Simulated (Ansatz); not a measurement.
**(InAs)1(ZnTe)2 [001] superlattice, started as zinc blende: the cell at rest**

Aim: bring (InAs)1(ZnTe)2 [001] superlattice, started as zinc blende to small forces and stress, as phonons need.

Calculated with Ansatz 0.2.0; DFT LDA, scalar-relativistic, plane waves, PAW.

This is a report of a sequence of runs, with most program output left out.

The structure was built from a prototype and need not be the compound's stable phase.

### 1. The starting structure

It takes space group Imm2 (No. 44, orthorhombic). Conventional cell: a = 4.304 Å, b = 4.304 Å, c = 18.260 Å, α = 90.00°, β = 90.00°, γ = 90.00°. Nearest to As lie 2 Zn at 2.64 Å and 2 In at 2.64 Å. Nearest to In lie 2 As at 2.64 Å and 2 Te at 2.64 Å. Te has 4 Zn at 2.64 Å nearest. Nearest to Te lie 2 Zn at 2.64 Å and 2 In at 2.64 Å. Nearest to Zn lie 2 As at 2.64 Å and 2 Te at 2.64 Å. Nearest to Zn lie 4 Te at 2.64 Å. Farther neighbours and most contacts between anions are not listed.

Structure file:

```cif
data_structure
_symmetry_space_group_name_H-M 'Imm2'
_symmetry_Int_Tables_number 44
_cell_length_a 4.3039
_cell_length_b 4.3039
_cell_length_c 18.2600
_cell_angle_alpha 90.000
_cell_angle_beta 90.000
_cell_angle_gamma 90.000
_cell_volume 338.24
loop_
_atom_site_label
_atom_site_type_symbol
_atom_site_symmetry_multiplicity
_atom_site_Wyckoff_symbol
_atom_site_fract_x
_atom_site_fract_y
_atom_site_fract_z
_atom_site_occupancy
As1 As 2 a 0.50000 0.50000 0.08333 1
In1 In 2 b 0.00000 0.50000 0.00000 1
Te1 Te 2 a 0.00000 0.00000 0.25000 1
Te2 Te 2 a 0.50000 0.50000 0.41667 1
Zn1 Zn 2 b 0.50000 0.00000 0.16667 1
Zn2 Zn 2 b 0.00000 0.50000 0.33333 1
```

### 2. Probe on a coarse mesh

First a cheap look: the gap decides the mesh and the occupations, the pressure tells how far the cell has to move.

File input.yaml:

```yaml
crystal:
  lattice:
    - [3.04333, 3.04333, 0.0]
    - [-3.04333, 3.04333, 0.0]
    - [3.04333, 0.0, 9.13]
  atoms:
    - { symbol: As, position: [0.416667, 0.083333, 0.166667] }
    - { symbol: In, position: [0.0, 0.0, 0.0] }
    - { symbol: Te, position: [0.75, 0.75, 0.5] }
    - { symbol: Te, position: [0.083333, 0.416667, 0.833333] }
    - { symbol: Zn, position: [0.333333, 0.666667, 0.333333] }
    - { symbol: Zn, position: [0.666667, 0.333333, 0.666667] }
kpoints:
  mp_grid: { grid: [4, 4, 4] }
hamiltonian:
  xc: lda
scf:
  occupations: { method: gaussian, width: 0.1 }
output:
  forces: true
  stress: true
  eigenvalues: true
```

The run is started by

```sh
ansatz run input.yaml --threads 8 --pin off --max-ram 14336MiB --backend cpu --events-out ev --progress --plain --runs-dir out
```

Elapsed: 2.6 s, on 8 threads of Arm Neoverse V2, shared host; peak memory 0.7 GiB; 15 s of CPU time.

A gap read on the k-mesh alone can miss the band edges.

Numbers from this step:

* pressure: -0.7403 GPa
* volume per atom: 28.19 Å³
* gap on the k-mesh: 0.08785 eV
* direct gap on mesh: 0.08785 eV

The coarse mesh shows a gap of 0.09 eV and a pressure of -0.7 GPa.

### 3. Rough relaxation

A rough relaxation comes first, because large forces or stress need no tight tolerances yet.

Edit input.yaml of step 2 so:

```diff
@@ -13,3 +13,3 @@
 kpoints:
-  mp_grid: { grid: [4, 4, 4] }
+  mp_grid: { grid: [6, 6, 6] }
 hamiltonian:
@@ -22 +22,6 @@
   eigenvalues: true
+relax:
+  adjacent_minimum: "off"
+  f_tol: 0.05
+  max_steps: 80
+  cell: { stress_tol: 0.5 }
```

Elapsed: 29 s, on 8 threads; peak memory 0.86 GiB.

Relaxation path:

```
step  energy less that of the first step (eV)  largest force component (eV/Å)  pressure (GPa)  volume (Å³)
   1                                   0.0000                          2.4540           -0.86       169.12
   2                                  -0.5106                          0.7714           -1.34       167.69
   3                                  -0.6040                          0.2621            0.03       162.64
   4                                  -0.6112                          0.0848           -0.01       162.76
   5                                  -0.6123                          0.0273            0.02       162.70
  6*                                  -0.6109                          0.0273            0.01       162.70
```

Relaxation steps marked * repeat the geometry before them on a plane-wave basis chosen anew for their cell, so energy and pressure can jump there.

The run keeps the 4 symmetry operations that it works with, so distortions that break them were not tested.

```
conventional cell, symmetrised  before   after  change
                         a (Å)   4.304   4.241  -1.5 %
                         b (Å)   4.304   4.264  -0.9 %
                         c (Å)  18.260  17.996  -1.4 %
              volume (Å³/atom)   28.19   27.12  -3.8 %
```

The atoms that moved most (Å, as changes of fractional coordinates times the final cell):

```
atom     dx     dy      dz  length
 In2  0.000  0.000   0.254   0.254
 As1  0.000  0.000   0.196   0.196
 Zn5  0.000  0.000  -0.133   0.133
 Zn6  0.000  0.000  -0.124   0.124
 Te4  0.000  0.000  -0.108   0.108
 Te3  0.000  0.000  -0.085   0.085
```

The relaxed structure:

```xyz
6
Lattice="3.0151 3.0151 0.0000 -2.9985 2.9985 0.0000 3.0068 0.0083 8.9978" Properties=species:S:1:pos:R:3 pbc="T T T"
As    1.5075    1.5075    1.6952
In    0.0000    0.0000    0.2543
Te    1.5158    4.5143    4.4138
Te    1.5075    1.5075    7.3900
Zn    0.0083    3.0068    2.8664
Zn    3.0151    3.0151    5.8749
```

Numbers from this step:

```
pressure           : 0.01363 GPa
volume per atom    : 27.12 Å³
gap on the k-mesh  : 0.6053 eV
direct gap on mesh : 0.6053 eV
```

In this step the volume went from 28.19 to 27.12 Å³/atom.

### 4. Bringing the structure to rest

The cell and atoms are relaxed, since residual forces and stress would shift the frequencies.

File input.yaml:

```yaml
crystal:
  lattice:
    - [3.0150800709, 3.0150800709, 0.0]
    - [-2.9985289969, 2.9985289969, 0.0]
    - [3.0068045339, 0.008275537, 8.9978299884]
  atoms:
    - { symbol: As, position: [0.4057973221, 0.0942026779, 0.1884053558] }
    - { symbol: In, position: [-0.0141295552, 0.0141295552, 0.0282591103] }
    - { symbol: Te, position: [0.7547316129, 0.7452683871, 0.4905367743] }
    - { symbol: Te, position: [0.0893436095, 0.4106563905, 0.8213127811] }
    - { symbol: Zn, position: [0.3407170797, 0.6592829203, 0.3185658405] }
    - { symbol: Zn, position: [0.673539931, 0.326460069, 0.6529201379] }
kpoints:
  mp_grid: { grid: [6, 6, 6] }
hamiltonian:
  xc: lda
scf:
  occupations: { method: gaussian, width: 0.02 }
output:
  forces: true
  stress: true
  eigenvalues: true
relax:
  adjacent_minimum: "off"
  f_tol: 0.005
  max_steps: 80
  cell: { stress_tol: 0.05 }
```

Wall time 17 s (8 threads); peak memory 0.85 GiB.

Relaxation path:

```
step  energy less that of the first step (eV)  largest force component (eV/Å)  pressure (GPa)  volume (Å³)
   1                                   0.0000                          0.0273            0.01       162.70
   2                                  -0.0001                          0.0356            0.01       162.68
   3                                  -0.0001                          0.0038            0.00       162.73
  4*                                  -0.0001                          0.0038            0.00       162.73
```

Relaxation steps marked * repeat the geometry before them on a plane-wave basis chosen anew for their cell, so energy and pressure can jump there.

Forces are held to the 4 operations that the run works with; a distortion that breaks them can't arise in this run.

```
conventional cell, symmetrised  before   after  change
                         a (Å)   4.241   4.240  -0.0 %
                         b (Å)   4.264   4.259  -0.1 %
                         c (Å)  17.996  18.023  +0.2 %
              volume (Å³/atom)   27.12   27.12  +0.0 %
```

The relaxed structure:

```xyz
6
Lattice="3.0116 3.0116 0.0000 -2.9981 2.9981 0.0000 3.0049 0.0068 9.0114" Properties=species:S:1:pos:R:3 pbc="T T T"
As    1.5058    1.5058    1.6990
In    0.0000    0.0000    0.2512
Te    1.5126    4.5107    4.4220
Te    1.5058    1.5058    7.4010
Zn    0.0068    3.0049    2.8716
Zn    3.0116    3.0116    5.8837
```

Numbers from this step:

```yaml
pressure: -0.001898 GPa
gap_on_the_k_mesh: 0.6055 eV
direct_gap_on_mesh: 0.6055 eV
```

In this step the volume went from 27.12 to 27.12 Å³/atom.

### 5. Tight relaxation

Phonons need a cell at rest on their own settings, so the relaxation is repeated with tight tolerances on forces and stress, using the mesh and the filling of the phonon run that follows.

File input.yaml:

```yaml
crystal:
  lattice:
    - [3.0116105636, 3.0116105636, 0.0]
    - [-2.9981094978, 2.9981094978, 0.0]
    - [3.0048600307, 0.0067505329, 9.0114295002]
  atoms:
    - { symbol: As, position: [0.4057327522, 0.0942672478, 0.1885344956] }
    - { symbol: In, position: [-0.0139400572, 0.0139400572, 0.0278801145] }
    - { symbol: Te, position: [0.7546431103, 0.7453568897, 0.4907137794] }
    - { symbol: Te, position: [0.0893543133, 0.4106456867, 0.8212913733] }
    - { symbol: Zn, position: [0.3406671021, 0.6593328979, 0.3186657959] }
    - { symbol: Zn, position: [0.6735427794, 0.3264572206, 0.6529144413] }
kpoints:
  mp_grid: { grid: [8, 8, 8] }
hamiltonian:
  xc: lda
scf:
  occupations: { method: fixed }
output:
  forces: true
  stress: true
  eigenvalues: true
relax:
  adjacent_minimum: "off"
  f_tol: 0.001
  max_steps: 60
  cell: { stress_tol: 0.01 }
```

Run time: 59 s. Hardware: 8 threads; peak memory 1.1 GiB.

Relaxation path:

```
step  energy less that of the first step (eV)  largest force component (eV/Å)  pressure (GPa)  volume (Å³)
   1                                   0.0000                          0.0024           -0.01       162.73
   2                                  -0.0001                          0.0065            0.01       162.69
   3                                  -0.0001                          0.0091           -0.01       162.72
   4                                  -0.0001                          0.0093            0.00       162.69
   5                                  -0.0001                          0.0009            0.00       162.70
  6*                                  -0.0001                          0.0009            0.00       162.70
```

Relaxation steps marked * repeat the geometry before them on a plane-wave basis chosen anew for their cell, so energy and pressure can jump there. Relaxation steps 3, 4 were tried and not accepted.

The run keeps the 4 symmetry operations that it works with, so distortions that break them were not tested.

```
conventional cell, symmetrised  before   after  change
                         a (Å)   4.240   4.236  -0.1 %
                         b (Å)   4.259   4.256  -0.1 %
                         c (Å)  18.023  18.050  +0.2 %
              volume (Å³/atom)   27.12   27.12  -0.0 %
```

Final coordinates:

```xyz
6
Lattice="3.0092 3.0092 0.0000 -2.9954 2.9954 0.0000 3.0023 0.0069 9.0250" Properties=species:S:1:pos:R:3 pbc="T T T"
As    1.5046    1.5046    1.7006
In    0.0000    0.0000    0.2509
Te    1.5115    4.5069    4.4289
Te    1.5046    1.5046    7.4127
Zn    0.0069    3.0023    2.8764
Zn    3.0092    3.0092    5.8932
```

This step gave:

* pressure: 0.001618 GPa
* gap on the k-mesh: 0.6029 eV
* direct gap on mesh: 0.6029 eV

The largest force component left is 0.86 meV/Å and the pressure is 0.002 GPa, within the tolerances set. The cell now holds 27.12 Å³/atom.

### 6. Outcome

```yaml
space_group_after_relaxation_within_0p01_a: Imm2
lattice_constant_a: 4.236 Å
lattice_constant_b: 4.256 Å
lattice_constant_c: 18.050 Å
volume_per_atom: 27.1 Å³
gap_on_the_k_mesh: 0.603 eV
```

**Reading.** The largest force component left is 0.86 meV/Å and the pressure is 0.002 GPa, within the tolerances set. The cell now holds 27.12 Å³/atom. The relaxation keeps the symmetry of its start, so it says nothing on stability against lower symmetry. Spin-orbit coupling is left out, which can matter for the heavy elements here. The starting cell was built on a prototype and not taken from a measurement, so the phase need not exist.

[Logs are printed without paths, hosts, clocks, repeated set-up lines and the standing remarks that a program may print on its own settings, such as how far it seeks lower states.]

[Hosts, paths, dates, database ids (printed as entryN), source tags and the programs' standing remarks are cut or masked in the printed files.]
